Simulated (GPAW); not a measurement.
# Screening of a field by 1T-PtSe2 monolayer

Wanted: the out-of-plane polarisability of 1T-PtSe2 monolayer.

Calculated with GPAW 26.7.0; GPAW, PAW setups; layer in a repeated cell with vacuum, relaxation of atoms and in-plane cell, in the first sound run; inputs show where later runs differ.

**1. Set-up**

The cell holds 3 atoms: 2 Se and 1 Pt. Its edges and angles: a = 3.750 Å, b = 3.750 Å, c = 16.268 Å, α = 90.0°, β = 90.0°, γ = 120.0°. Vacuum lies along c.

**2. Relaxing the atoms**

Forces are removed first; all later runs use this geometry.

Input file run.py:

```python
import json
import numpy as np
from ase import Atoms
from ase.filters import FrechetCellFilter
from ase.optimize import BFGS
from gpaw import GPAW, PW

slab = Atoms(
    ['Se', 'Pt', 'Se'],
    positions=[
        [1.87500, 1.08253, 7.00000],
        [0.00000, 0.00000, 8.13386],
        [-0.00000, 2.16506, 9.26772]],
    cell=[[3.75, 0.0, 0.0], [-1.875, 3.2476, 0.0], [0.0, 0.0, 16.2677]],
    pbc=[True, True, True])

slab.calc = GPAW(mode=PW(600), xc='PBE', kpts={'size': (9, 9, 1), 'gamma': True},
                 occupations={'name': 'fermi-dirac', 'width': 0.05}, nbands='160%',
                 convergence={'density': 1e-05}, maxiter=200,
                 symmetry={'tolerance': 1e-3}, txt='slab.txt')
result = {}
# The in-plane cell is free; stress needs a cell that repeats along all three vectors
path = []
opt = BFGS(FrechetCellFilter(slab, mask=[1, 1, 0, 0, 0, 1]), maxstep=0.2)
opt.attach(lambda: path.append((slab.get_potential_energy(), slab.positions.tolist(), slab.get_forces().tolist())))
result['relaxed'] = bool(opt.run(fmax=0.02, steps=45))
result['path'] = path
result['cell'] = slab.cell.tolist()
print('in-plane lattice', slab.cell.cellpar().round(4)[[0, 1, 5]])
energy = slab.get_potential_energy()
fermi = slab.calc.get_fermi_level()
v = slab.calc.get_electrostatic_potential().mean((0, 1)) - fermi
n = slab.calc.get_pseudo_density().mean((0, 1))
L = slab.cell[2, 2]
z = np.arange(len(v)) * L / len(v)
low, high = slab.positions[:, 2].min(), slab.positions[:, 2].max()
below, above = np.interp([low - 4.8, high + 4.8], z, v)
slopes = [np.interp(x, z, np.gradient(v, z)) for x in (low - 4.8, high + 4.8)]
eps = np.array([[slab.calc.get_eigenvalues(k, s) for k in range(len(slab.calc.get_ibz_k_points()))]
                for s in range(slab.calc.get_number_of_spins())]) - fermi
top, bottom = eps[eps < 0].max(), eps[eps > 0].min()
dipole = slab.get_dipole_moment()[2]
print(f'energy {energy:.4f} eV, Fermi level {fermi:.4f} eV, dipole {dipole:.5f} e A')
print(f'potential 4.8 A off the faces, from the Fermi level: lower {below:.4f} eV, upper {above:.4f} eV')
print(f'slope of the potential there: lower {slopes[0]:.5f}, upper {slopes[1]:.5f} eV/A')
print(f'nearest levels on the mesh: {top:.4f} and {bottom:.4f} eV')
print('magnetic moment', round(slab.get_magnetic_moment(), 3))
result.update(energy=energy, fermi=fermi, dipole=dipole, below=below, above=above, slopes=slopes, edges=[top, bottom],
              z=z.tolist(), v=v.tolist(), n=n.tolist(), positions=slab.positions.tolist(),
              forces=slab.get_forces(apply_constraint=False).tolist(), moments=slab.get_magnetic_moments().tolist())
json.dump(result, open('result.json', 'w'))
```

On the command line:

```sh
> OMP_NUM_THREADS=1 OPENBLAS_NUM_THREADS=1 python run.py
```

The log of the run:

```text
Step          Energy          fmax
BFGS:    0      -14.201634        2.209679
BFGS:    1      -14.383105        1.511142
BFGS:    2      -14.525696        0.444829
BFGS:    3      -14.535553        0.332668
BFGS:    4      -14.545197        0.417435
BFGS:    5      -14.558829        0.403635
BFGS:    6      -14.569817        0.241694
BFGS:    7      -14.573888        0.070797
BFGS:    8      -14.574326        0.009572
in-plane lattice [  3.7465   3.7465 120.    ]
energy -14.5743 eV, Fermi level -1.0514 eV, dipole 0.00032 e A
potential 4.8 A off the faces, from the Fermi level: lower 5.0337 eV, upper 5.0329 eV
slope of the potential there: lower 0.00003, upper 0.00036 eV/A
nearest levels on the mesh: -0.6906 and 0.6624 eV
magnetic moment 0.0
```

Run time: 5.1 min. Hardware: 1 thread of Arm Neoverse V2, shared host; peak memory 0.32 GiB.

This step gave:

```
dipole along the normal                    : 3.17e-4 e·Å
levels nearest the Fermi level on the mesh : -0.6906, 0.6624 eV from the Fermi level
```

The electrostatic potential energy of an electron (without an applied field's), less the Fermi level, planar mean by z:

```
z (Å)  electrostatic potential energy of an electron (without an applied field's), less the Fermi level, planar mean (eV)
    0                                                                                                                5.03
    1                                                                                                                5.03
    2                                                                                                                5.03
    3                                                                                                                5.03
    4                                                                                                                5.02
    5                                                                                                                4.82
    6                                                                                                                1.25
    7                                                                                                               -14.0
    8                                                                                                               -13.7
    9                                                                                                               -8.86
   10                                                                                                               -2.87
   11                                                                                                                4.58
   12                                                                                                                5.01
   13                                                                                                                5.03
   14                                                                                                                5.03
   15                                                                                                                5.03
   16                                                                                                                5.03
```

Pseudo valence density, planar mean against z:

```
z (Å)  pseudo valence density, planar mean (e/Å³)
  3.5                                      1.4e-4
  4.0                                      5.6e-4
  4.5                                     0.00230
  5.0                                     0.00986
  5.5                                      0.0428
  6.0                                       0.162
  6.5                                       0.290
  7.0                                       0.306
  7.5                                       0.566
  8.0                                        1.28
  8.5                                       0.878
  9.0                                       0.474
  9.5                                       0.197
 10.0                                       0.269
 10.5                                      0.0887
 11.0                                      0.0213
 11.5                                     0.00492
 12.0                                     0.00118
 12.5                                      2.9e-4
 13.0                                      7.4e-5
```

The relaxation lowered the energy of the cell by 0.373 eV (energies extrapolated to zero smearing; the optimiser's log prints free energies). The largest force left on a free atom is 0.0096 eV/Å.

**3. Plane waves, PBE**

With the geometry fixed, the planar mean of the potential gives the vacuum level on each side.

This step: GPAW, PAW setups; slab in vacuum (GPAW 26.7.0).

The cell differs from the one that the last finished run ended in (c 16.268 → 16.623 Å).

run.py, as its differences from that of step 2:

```diff
@@ -3,4 +3,2 @@
 from ase import Atoms
-from ase.filters import FrechetCellFilter
-from ase.optimize import BFGS
 from gpaw import GPAW, PW
@@ -10,21 +8,14 @@
     positions=[
-        [1.87500, 1.08253, 7.00000],
-        [0.00000, 0.00000, 8.13386],
-        [-0.00000, 2.16506, 9.26772]],
-    cell=[[3.75, 0.0, 0.0], [-1.875, 3.2476, 0.0], [0.0, 0.0, 16.2677]],
-    pbc=[True, True, True])
+        [1.87323, 1.08151, 7.00000],
+        [-0.00000, -0.00000, 8.31148],
+        [-0.00000, 2.16302, 9.62297]],
+    cell=[[3.74646, 0.0, 0.0], [-1.87323, 3.24453, 0.0], [0.0, 0.0, 16.623]],
+    pbc=[True, True, False])
 
-slab.calc = GPAW(mode=PW(600), xc='PBE', kpts={'size': (9, 9, 1), 'gamma': True},
+slab.calc = GPAW(mode=PW(400), xc='PBE', kpts={'size': (9, 9, 1), 'gamma': True},
                  occupations={'name': 'fermi-dirac', 'width': 0.05}, nbands='160%',
                  convergence={'density': 1e-05}, maxiter=200,
+                 poissonsolver={'dipolelayer': 'xy'},
                  symmetry={'tolerance': 1e-3}, txt='slab.txt')
 result = {}
-# The in-plane cell is free; stress needs a cell that repeats along all three vectors
-path = []
-opt = BFGS(FrechetCellFilter(slab, mask=[1, 1, 0, 0, 0, 1]), maxstep=0.2)
-opt.attach(lambda: path.append((slab.get_potential_energy(), slab.positions.tolist(), slab.get_forces().tolist())))
-result['relaxed'] = bool(opt.run(fmax=0.02, steps=45))
-result['path'] = path
-result['cell'] = slab.cell.tolist()
-print('in-plane lattice', slab.cell.cellpar().round(4)[[0, 1, 5]])
 energy = slab.get_potential_energy()
```

The log of the run:

```text
energy -14.5211 eV, Fermi level -1.1366 eV, dipole -0.00024 e A
potential 4.8 A off the faces, from the Fermi level: lower 5.0313 eV, upper 5.0366 eV
slope of the potential there: lower -0.00017, upper 0.00017 eV/A
nearest levels on the mesh: -0.6916 and 0.6632 eV
magnetic moment 0.0
```

Run time: 20 s. Hardware: 1 thread; peak memory 0.18 GiB.

This step gave:

| Property | Result |
| --- | --- |
| dipole along the normal | -2.35e-4 e·Å |
| levels nearest the Fermi level on the mesh | -0.6916, 0.6632 eV from the Fermi level |
| upper work function | 5.037 eV |
| lower work function | 5.031 eV |
| upper ionisation energy | 5.728 eV |

The electrostatic potential energy of an electron (without an applied field's), less the Fermi level, planar mean by z:

```
z (Å)  electrostatic potential energy of an electron (without an applied field's), less the Fermi level, planar mean (eV)
    0                                                                                                                5.03
    1                                                                                                                5.03
    2                                                                                                                5.03
    3                                                                                                                5.03
    4                                                                                                                5.02
    5                                                                                                                4.90
    6                                                                                                                2.75
    7                                                                                                               -15.5
    8                                                                                                               -11.4
    9                                                                                                               -7.62
   10                                                                                                               -7.32
   11                                                                                                                4.28
   12                                                                                                                4.99
   13                                                                                                                5.03
   14                                                                                                                5.04
   15                                                                                                                5.04
   16                                                                                                                5.04
```

Table of pseudo valence density, planar mean by z:

z (Å), pseudo valence density, planar mean (e/Å³) and a bar from the least value:
```
     0.00       0.00 
     0.62       0.00 
     1.04       0.00 
     1.66       0.00 
     2.29       0.00 
     2.91       0.00 
     3.32       0.00 
     3.95       0.00 
     4.57       0.00 
     5.19       0.01 
     5.61       0.03 #
     6.23       0.18 #####
     6.86       0.22 ######
     7.27       0.39 ##########
     7.90       0.78 ####################
     8.52       1.18 ##############################
     9.14       0.49 ############
     9.56       0.22 ######
    10.18       0.27 #######
    10.80       0.06 ##
    11.22       0.02 
    11.84       0.00 
    12.47       0.00 
    13.09       0.00 
    13.51       0.00 
    14.13       0.00 
    14.75       0.00 
    15.38       0.00 
    15.79       0.00 
    16.42       0.00
```

The layer is gapped, so the Fermi level lies somewhere inside the gap, set by smearing and numerics, and these work functions are no property of the material; the band edges below the vacuum level are. The potential is flat to 1.7e-4 eV/Å where it is read, so the vacuum is wide enough.

**4. In a field**

A uniform field along the normal polarises the slab; the atoms stay fixed, so this is the electronic response alone.

run.py, as its differences from that of step 3:

```diff
@@ -4,2 +4,3 @@
 from gpaw import GPAW, PW
+from gpaw.external import ConstantElectricField
 
@@ -18,2 +19,3 @@
                  poissonsolver={'dipolelayer': 'xy'},
+                 external=ConstantElectricField(-0.2, [0, 0, 1]),
                  symmetry={'tolerance': 1e-3}, txt='slab.txt')
```

The log of the run:

```text
energy -14.5277 eV, Fermi level -1.1388 eV, dipole -0.06575 e A
potential 4.8 A off the faces, from the Fermi level: lower 4.5477 eV, upper 5.5269 eV
slope of the potential there: lower -0.00024, upper 0.00014 eV/A
nearest levels on the mesh: -0.6917 and 0.6630 eV
magnetic moment 0.0
```

Wall time 78 s (1 thread); peak memory 0.25 GiB.

This step gave:

```
dipole along the normal                                         : -0.06575 e·Å
levels nearest the Fermi level on the mesh                      : -0.6917, 0.6630 eV from the Fermi level
potential below the slab, the applied field's own ramp left out : 4.548 eV from the Fermi level
potential above the slab, the applied field's own ramp left out : 5.527 eV from the Fermi level
```

Electrostatic potential energy of an electron (without an applied field's), less the Fermi level, planar mean against z:

z (Å), electrostatic potential energy of an electron (without an applied field's), less the Fermi level, planar mean (eV) and a bar from the least value:
```
      0.0        5.0 #############################
      0.5        4.5 #############################
      1.0        4.5 #############################
      1.5        4.5 #############################
      2.0        4.5 #############################
      2.5        4.5 #############################
      3.0        4.5 #############################
      3.5        4.5 #############################
      4.0        4.5 #############################
      4.5        4.5 #############################
      5.0        4.4 ############################
      5.5        4.0 ############################
      6.0        2.3 ##########################
      6.5       -4.5 ################
      7.0      -15.8 
      7.5       -8.4 ##########
      8.0      -11.5 ######
      8.5      -13.1 ####
      9.0       -7.5 ############
      9.5      -14.6 ##
     10.0       -7.0 ############
     10.5        2.2 #########################
     11.0        4.7 #############################
     11.5        5.3 ##############################
     12.0        5.5 ##############################
     12.5        5.5 ##############################
     13.0        5.5 ##############################
     13.5        5.5 ##############################
     14.0        5.5 ##############################
     14.5        5.5 ##############################
     15.0        5.5 ##############################
     15.5        5.5 ##############################
     16.0        5.5 ##############################
     16.5        5.2 ##############################
```

The dipole is now -0.0657 e Å, against -2.4e-4 in the run without a field.

[end of part 1 of 3]

[Logs are printed without paths, hosts, clocks, repeated set-up lines and the standing remarks that a program may print on its own settings, such as how far it seeks lower states.]

[Hosts, paths, dates, database ids (printed as entryN), source tags and the programs' standing remarks are cut or masked in the printed files.]
